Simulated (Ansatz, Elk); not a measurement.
# How far do independent atoms describe ScV?

The structure of ScV used here is made up (a known structure type with other elements) and was relaxed beforehand with PBE. The aim is the Fourier transform of its all-electron density, F(hkl), set beside the sum over free spherical atoms that refinements use.

Main program and level: Elk 11.2.3 (patched build); DFT, PBE, all-electron APW+lo, Dirac cores, scalar-relativistic bands, static density, ferromagnetic start.

The structure was built from a prototype and need not be the compound's stable phase.

### 1. The starting structure

It takes space group Pm-3m (No. 221, cubic). Conventional cell: a = 3.395 Å, b = 3.395 Å, c = 3.395 Å, α = 90.00°, β = 90.00°, γ = 90.00°. V has 8 Sc at 2.94 Å nearest. Nearest to Sc lie 8 V at 2.94 Å. Farther neighbours are not listed.

### 2. Ground state and structure factors

An all-electron density is needed, since X-rays see the cores too. Task 0 finds the density and task 195 Fourier-transforms it; tshift is off so that phases refer to the origin typed.

Contents of elk.in:

```
tasks
  0
  195
  196

xctype
  20

spinpol
  .true.

rgkmax
  7.0

gmaxvr
  14.0

lmaxo
  7

lmaxapw
  8

swidth
  0.002

tshift
  .false.

ramdisk
  .false.

hmaxvr
  5.5

maxscl
  120

epspot
  1e-06

reducebf
  0.8

sppath
  './'

avec
  6.41561161758 -0.00000000000 -0.00000000000
  0.00000000000 6.41561161758 -0.00000000000
  -0.00000000000 -0.00000000000 6.41561161758

atoms
  2
  'V.in'
  1
  0.0000000000 -0.0000000000 -0.0000000000   0.000000 0.000000 -0.115000
  'Sc.in'
  1
  0.5000000000 0.5000000000 0.5000000000   0.000000 0.000000 -0.020000

ngridk
  6 6 6
```

On the command line:

```sh
$ OMP_NUM_THREADS=4 elk
```

Numbers of over 12 decimals in the logs are rounded to 6 here.

Log:

```text
┌─────────────────────────┐
│ Elk code version 11.2.3 │
└─────────────────────────┘

All units are atomic (Hartree, Bohr, etc.)

┌─────────────────────────────────────────────────┐
│ Ground-state run starting from atomic densities │
└─────────────────────────────────────────────────┘

Lattice vectors :
   6.415611618      -0.000000000      -0.000000000
   0.000000000       6.415611618      -0.000000000
  -0.000000000      -0.000000000       6.415611618

Reciprocal lattice vectors :
  0.9793587395       0.000000000       0.000000000
   0.000000000      0.9793587395       0.000000000
   0.000000000       0.000000000      0.9793587395

Unit cell volume      :    264.0670388
Brillouin zone volume :   0.9393456091

Muffin-tin inner radius fraction :   0.1000000000E-01

Nuclei treated as point charges

Species : 1 (V)
 parameters loaded from : V.in
 name : vanadium
 nuclear charge    :   -23.00000000
 electronic charge :    23.00000000
 atomic mass :    92860.67382
 muffin-tin radius :    2.400000000
 number of radial points in muffin-tin :    993
 inner part over the whole radius :   0.9920165687E-02
 number on inner part of muffin-tin    :    699
 approximate nuclear radius :   0.6897515165E-04
 number of mesh points to nuclear radius :    327
 atomic positions (lattice), magnetic fields (Cartesian) :
  1 :   0.00000000  0.00000000  0.00000000    0.00000000  0.00000000 -0.11500000

Species : 2 (Sc)
 parameters loaded from : Sc.in
 name : scandium
 nuclear charge    :   -21.00000000
 electronic charge :    21.00000000
 atomic mass :    81949.61073
 muffin-tin radius :    2.400000000
 number of radial points in muffin-tin :    993
 inner part over the whole radius :   0.9898716403E-02
 number on inner part of muffin-tin    :    698
 approximate nuclear radius :   0.6711386133E-04
 number of mesh points to nuclear radius :    323
 atomic positions (lattice), magnetic fields (Cartesian) :
  1 :   0.50000000  0.50000000  0.50000000    0.00000000  0.00000000 -0.02000000

Total number of atoms per unit cell :    2
Total muffin-tin volume :    115.8116716
 ratio of muffin-tin to unit cell volume :   0.4385692061

Spin treatment :
 spin-polarised
 global magnetic field (Cartesian) :    0.000000000       0.000000000       0.000000000
 collinear magnetisation in z-direction

Number of Bravais lattice symmetries :   48
Number of crystal symmetries         :   48
Crystal has inversion symmetry
Real symmetric eigensolver will be used

k-point grid :      6     6     6
k-point offset :    0.000000000       0.000000000       0.000000000
k-point set is reduced with full crystal symmetry group
Total number of k-points :       20

Muffin-tin radius times maximum |G+k| :    7.000000000
 using average radius
Maximum |G+k| for APW functions       :    2.916666667
Maximum (1/2)|G+k|²                   :    4.253472222
Maximum |G| for potential and density :    14.00000000
Constant for pseudocharge density :    8
 order of it for each species :   15  15
 order of it for pair densities of each species (exact exchange by exxq0 0: 16) :   10  10
Radial integration step length :    1

G-vector grid sizes :     30    30    30
Number of G-vectors :    12197

Maximum angular momentum used for
 APW functions            :    8
 outer part of muffin-tin :    7
 inner part of muffin-tin :    2

Total nuclear charge    :   -44.00000000
Total core charge       :    20.00000000
Total valence charge    :    24.00000000
Total excess charge     :    0.000000000
Total electronic charge :    44.00000000

Effective Wigner radius, rₛ :    1.127347060

Number of empty states         :     24
Total number of valence states :     74
Total number of core states    :     20

Third-order local-orbitals added for an l without core states : T
Total number of local-orbitals :     36

Exchange-correlation functional :     20     0     0
 Perdew-Burke-Ernzerhof, Phys. Rev. Lett. 77, 3865 (1996)
 gradient requirement :    1
 generalised gradient approximation (GGA)

Smearing type :    3
[...]
Moments :
 interstitial                :   0.6465616438
 muffin-tins
  species : 1 (V)
   atom 1                    :    1.980658692
  species : 2 (Sc)
   atom 1                    :   0.4023131635
 total in muffin-tins        :    2.382971856
 total moment                :    3.029533499

RMS change in Kohn-Sham potential (target) :    5.875781574     (  0.1000000000E-05)
Absolute change in total energy (target)   :   0.9874022634     (  0.1000000000E-03)

[... loops 3 to 26 left out ...]

┌──────────────────┐
│ Loop number : 27 │
└──────────────────┘

Energies :
 Fermi                       :     0.237520
 sum of occupied eigenvalues :     -1000.8084639986
 electron kinetic            :      1730.0729522808
 core electron kinetic       :      1590.8128855961
 Coulomb                     :     -3359.0485169912
 Coulomb potential           :     -2621.3351252459
 nuclear-nuclear             :     -274.86457352838
 electron-nuclear            :     -3555.6458086247
 Hartree                     :      471.46186516194
 Madelung                    :     -2048.3809543682
 xc potential                :     -109.43731597393
 xc effective B-field        :    -0.108973
 external B-field            :      0.000000
 exchange                    :     -82.648535036157
 correlation                 :     -1.895778
 electron entropic           :    -0.76235031999686E-03
 total energy                :     -1713.5206405233
 (external B-field energy excluded from total)

Density of states at Fermi energy :    54.93487171
 (states/Hartree/unit cell)

Estimated indirect band gap :   0.1675455332E-02
 from k-point 1 to k-point 6
Estimated direct band gap   :   0.5685167268E-02
 at k-point 2

Charges :
 core                        :    20.00000000
 valence                     :    24.00000000
 interstitial                :    3.385570368
 muffin-tins (core leakage)
  species : 1 (V)
   atom 1                    :    21.44078929     ( -0.2221834610E-06)
  species : 2 (Sc)
   atom 1                    :    19.17364034     ( -0.2163139605E-06)
 total in muffin-tins        :    40.61442963
 total calculated charge     :    43.99999735
 total charge                :    44.00000000
 error                       :   0.2650980896E-05

Moments :
 interstitial                :   0.8062531282
 muffin-tins
  species : 1 (V)
   atom 1                    :    2.205396150
  species : 2 (Sc)
   atom 1                    :   0.3332414524
 total in muffin-tins        :    2.538637603
 total moment                :    3.344890731

RMS change in Kohn-Sham potential (target) :   0.5229155832E-06 (  0.1000000000E-05)
Absolute change in total energy (target)   :   0.7983626392E-04 (  0.1000000000E-03)

Convergence targets achieved

┌──────────────────┐
│ Loop number : 28 │
└──────────────────┘

Energies :
 Fermi                       :     0.237520
 sum of occupied eigenvalues :     -1000.8084808627
 electron kinetic            :      1730.0729356249
 core electron kinetic       :      1590.8128775885
 Coulomb                     :     -3359.0485136263
 Coulomb potential           :     -2621.3351413835
 nuclear-nuclear             :     -274.86457352838
 electron-nuclear            :     -3555.6457846608
 Hartree                     :      471.46184456284
 Madelung                    :     -2048.3809429346
 xc potential                :     -109.43730141400
 xc effective B-field        :    -0.108972
 external B-field            :      0.000000
 exchange                    :     -82.648533061676
 correlation                 :     -1.895778
 electron entropic           :    -0.76233925491907E-03
 total energy                :     -1713.5206519010
 (external B-field energy excluded from total)

Density of states at Fermi energy :    54.93392395
 (states/Hartree/unit cell)

Estimated indirect band gap :   0.1675464298E-02
 from k-point 1 to k-point 6
Estimated direct band gap   :   0.5685177398E-02
 at k-point 2

Charges :
 core                        :    20.00000000
 valence                     :    24.00000000
 interstitial                :    3.385572363
 muffin-tins (core leakage)
  species : 1 (V)
   atom 1                    :    21.44078709     ( -0.2221830169E-06)
  species : 2 (Sc)
   atom 1                    :    19.17364055     ( -0.2163146018E-06)
 total in muffin-tins        :    40.61442764
 total calculated charge     :    43.99999735
 total charge                :    44.00000000
 error                       :   0.2649932782E-05

Moments :
 interstitial                :   0.8062616480
 muffin-tins
  species : 1 (V)
   atom 1                    :    2.205373810
  species : 2 (Sc)
   atom 1                    :   0.3332477651
 total in muffin-tins        :    2.538621575
 total moment                :    3.344883223

┌──────────────────────────────┐
│ Self-consistent loop stopped │
└──────────────────────────────┘

Wrote STATE.OUT
```

It took 45 s on 4 threads of Arm Neoverse V1, shared host; peak memory 0.17 GiB.

SFACRHO.OUT:

```text

h k l indices transformed by vhmat matrix:
   1.000000000       0.000000000       0.000000000    
   0.000000000       1.000000000       0.000000000    
   0.000000000       0.000000000       1.000000000    

      h      k      l  multipl.   |H|            Re(F)            Im(F)           |F|

      0      0      0      1   0.0000000       44.000000     -0.12495985E-16   44.000000    
     -1      0      0      6  0.97935874       2.0912722      0.51990024E-14   2.0912722    
      0     -1      1     12   1.3850224       31.411752     -0.99294190E-15   31.411752    
     -1     -1      1      8   1.6962991       1.6471143      0.43800855E-14   1.6471143    
     -2      0      0      6   1.9587175       26.705200     -0.81043887E-14   26.705200    
      1      0      2     24   2.1899127       1.4827868     -0.16548630E-13   1.4827868    
      1      1      2     24   2.3989292       23.486715      0.14244224E-13   23.486715    
      0     -2      2     12   2.7700448       21.151896     -0.13062660E-14   21.151896    
     -1     -2      2     24   2.9380762       1.1816151      0.73106422E-14   1.1816151    
      0     -3      0      6   2.9380762       1.1164952     -0.35083752E-14   1.1164952    
     -3      0      1     24   3.0970043       19.387664      0.22446709E-14   19.387664    
     -3     -1     -1     24   3.2481655       1.0024568      0.10290578E-13   1.0024568    
      2     -2      2      8   3.3925982       18.136714      0.55045921E-14   18.136714    
      2      3      0     24   3.5311282      0.88689366      0.51346658E-14  0.88689366    
     -1      2      3     48   3.6644249       17.093303      0.10479030E-13   17.093303    
      0      4      0      6   3.9174350       16.220325      0.99954160E-14   16.220325    
     -2      2      3     24   4.0379995      0.71035654     -0.10761172E-13  0.71035654    
      4      0      1     24   4.0379995      0.64677542     -0.88715958E-14  0.64677542
```

Elk indexes on the primitive cell of elk.in and gives |H| = 4π sin θ/λ in inverse bohr. Below, one row stands for each form hkl of the conventional cell (m members, Friedel mates merged), F is for one primitive cell and the density is static (no thermal factor). Free-atom factors are Waasmaier and Kirfel's, and R is Σm||F|−|F'||/Σm|F|.

| hkl | m | sin θ/λ (Å⁻¹) | abs F, DFT | neutral atoms | diff. |
| --- | --- | --- | --- | --- | --- |
| 100 | 6 | 0.147 | 2.091 | 2.021 | +0.070 |
| 110 | 12 | 0.208 | 31.412 | 31.640 | -0.228 |
| 111 | 8 | 0.255 | 1.647 | 1.719 | -0.072 |
| 200 | 6 | 0.295 | 26.705 | 26.735 | -0.030 |
| 210 | 24 | 0.329 | 1.483 | 1.518 | -0.035 |
| 211 | 24 | 0.361 | 23.487 | 23.455 | +0.032 |
| 220 | 12 | 0.417 | 21.152 | 21.104 | +0.048 |
| 221 | 24 | 0.442 | 1.182 | 1.171 | +0.011 |
| 300 | 6 | 0.442 | 1.117 | 1.171 | -0.054 |
| 310 | 24 | 0.466 | 19.388 | 19.368 | +0.019 |
| 311 | 24 | 0.488 | 1.002 | 1.011 | -0.009 |
| 222 | 8 | 0.510 | 18.137 | 18.060 | +0.076 |
| 320 | 24 | 0.531 | 0.887 | 0.871 | +0.016 |
| 321 | 48 | 0.551 | 17.093 | 17.053 | +0.040 |

### 3. The magnetisation density

The same run holds the spin density, and task 196 transforms it. The order is that of the start, and no other was tried.

SFACMAG_1.OUT:

```text

h k l indices transformed by vhmat matrix:
   1.000000000       0.000000000       0.000000000    
   0.000000000       1.000000000       0.000000000    
   0.000000000       0.000000000       1.000000000    

      h      k      l  multipl.   |H|            Re(F)            Im(F)           |F|

      0      0      0      1   0.0000000       3.3448833     -0.12859718E-17   3.3448833    
     -1      0      0      6  0.97935874       1.4523818      0.23669252E-16   1.4523818    
      0     -1      1     12   1.3850224       1.1970193     -0.87968835E-17   1.1970193    
     -1     -1      1      8   1.6962991      0.74056571      0.20313472E-16  0.74056571    
     -2      0      0      6   1.9587175      0.55932527     -0.17164372E-16  0.55932527    
      1      0      2     24   2.1899127      0.46104716     -0.68649779E-16  0.46104716    
      1      1      2     24   2.3989292      0.48907681      0.68614236E-16  0.48907681    
      0     -2      2     12   2.7700448      0.34049522     -0.49989808E-17  0.34049522    
     -1     -2      2     24   2.9380762      0.24356721      0.21588602E-16  0.24356721    
      0     -3      0      6   2.9380762      0.14381678     -0.44796432E-17  0.14381678    
     -3      0      1     24   3.0970043      0.12145782      0.10010479E-16  0.12145782    
     -3     -1     -1     24   3.2481655      0.12755977      0.11563486E-16  0.12755977    
      2     -2      2      8   3.3925982      0.22159688      0.17398830E-16  0.22159688    
      2      3      0     24   3.5311282      0.10055851     -0.37031748E-17  0.10055851    
     -1      2      3     48   3.6644249      0.11540123      0.14469612E-16  0.11540123    
      0      4      0      6   3.9174350     -0.85752289E-01 -0.26833620E-16  0.85752289E-01
```

The total moment is 3.34 μB a cell; sphere moments: V1 +2.21, Sc2 +0.33 μB. Polarised neutrons measure spin and orbital magnetisation together; without spin-orbit coupling the run gives the spin part:

| hkl | sin θ/λ (Å⁻¹) | abs F_M (μB) |
| --- | --- | --- |
| 100 | 0.147 | 1.452 |
| 110 | 0.208 | 1.197 |
| 111 | 0.255 | 0.741 |
| 200 | 0.295 | 0.559 |
| 210 | 0.329 | 0.461 |
| 211 | 0.361 | 0.489 |
| 220 | 0.417 | 0.341 |
| 221 | 0.442 | 0.244 |
| 300 | 0.442 | 0.144 |
| 310 | 0.466 | 0.121 |
| 311 | 0.488 | 0.128 |
| 222 | 0.510 | 0.222 |
| 320 | 0.531 | 0.101 |
| 321 | 0.551 | 0.115 |

### 4. The highest occupied states alone

An energy window below the Fermi level keeps the highest occupied states, to see at which angles they scatter; shallow core shells can lie inside it and anion s states outside. No new self-consistency is needed.

elk.in, as its differences from that of step 2:

```diff
@@ -1,5 +1,3 @@
 tasks
-  0
   195
-  196
 
@@ -44,2 +42,5 @@
 
+wsfac
+  -0.313720 0.537520
+
 sppath
```

On the command line:

```sh
$ OMP_NUM_THREADS=4 elk
```

Log:

```text
┌─────────────────────────────────┐
│ Elk code version 11.2.3 started │
└─────────────────────────────────┘

Info(readinput): the functional depends on the density's gradient
 muffin-tin radial points multiplied by    2.00000
 (not where nrmtscf is given)

┌────────────────────┐
│ Current task : 195 │
└────────────────────┘

Info(sfacrho): density structure factors written to SFACRHO.OUT

 Energy window :  -0.3137200000      0.5375200000

┌──────────────────┐
│ Elk code stopped │
└──────────────────┘
```

Elapsed: 3.4 s, on 4 threads; peak memory 0.16 GiB; 4.7 s of CPU time.

States within 15 eV below the Fermi level hold 8.00 electrons; any levels below the window count with the cores. Their amplitudes can exceed the total, where window and core parts have opposite phase:

| hkl | sin θ/λ (Å⁻¹) | abs F, window | abs F, all |
| --- | --- | --- | --- |
| 100 | 0.147 | 1.671 | 2.091 |
| 110 | 0.208 | 1.609 | 31.412 |
| 111 | 0.255 | 0.811 | 1.647 |
| 200 | 0.295 | 1.064 | 26.705 |
| 210 | 0.329 | 0.519 | 1.483 |
| 211 | 0.361 | 0.754 | 23.487 |
| 220 | 0.417 | 0.523 | 21.152 |
| 221 | 0.442 | 0.275 | 1.182 |
| 300 | 0.442 | 0.209 | 1.117 |
| 310 | 0.466 | 0.324 | 19.388 |

(Part 1 of 2 ends here.)

[Logs are printed without paths, hosts, clocks, repeated set-up lines and the standing remarks that a program may print on its own settings, such as how far it seeks lower states.]

[Hosts, paths, dates, database ids (printed as entryN), source tags and the programs' standing remarks are cut or masked in the printed files.]
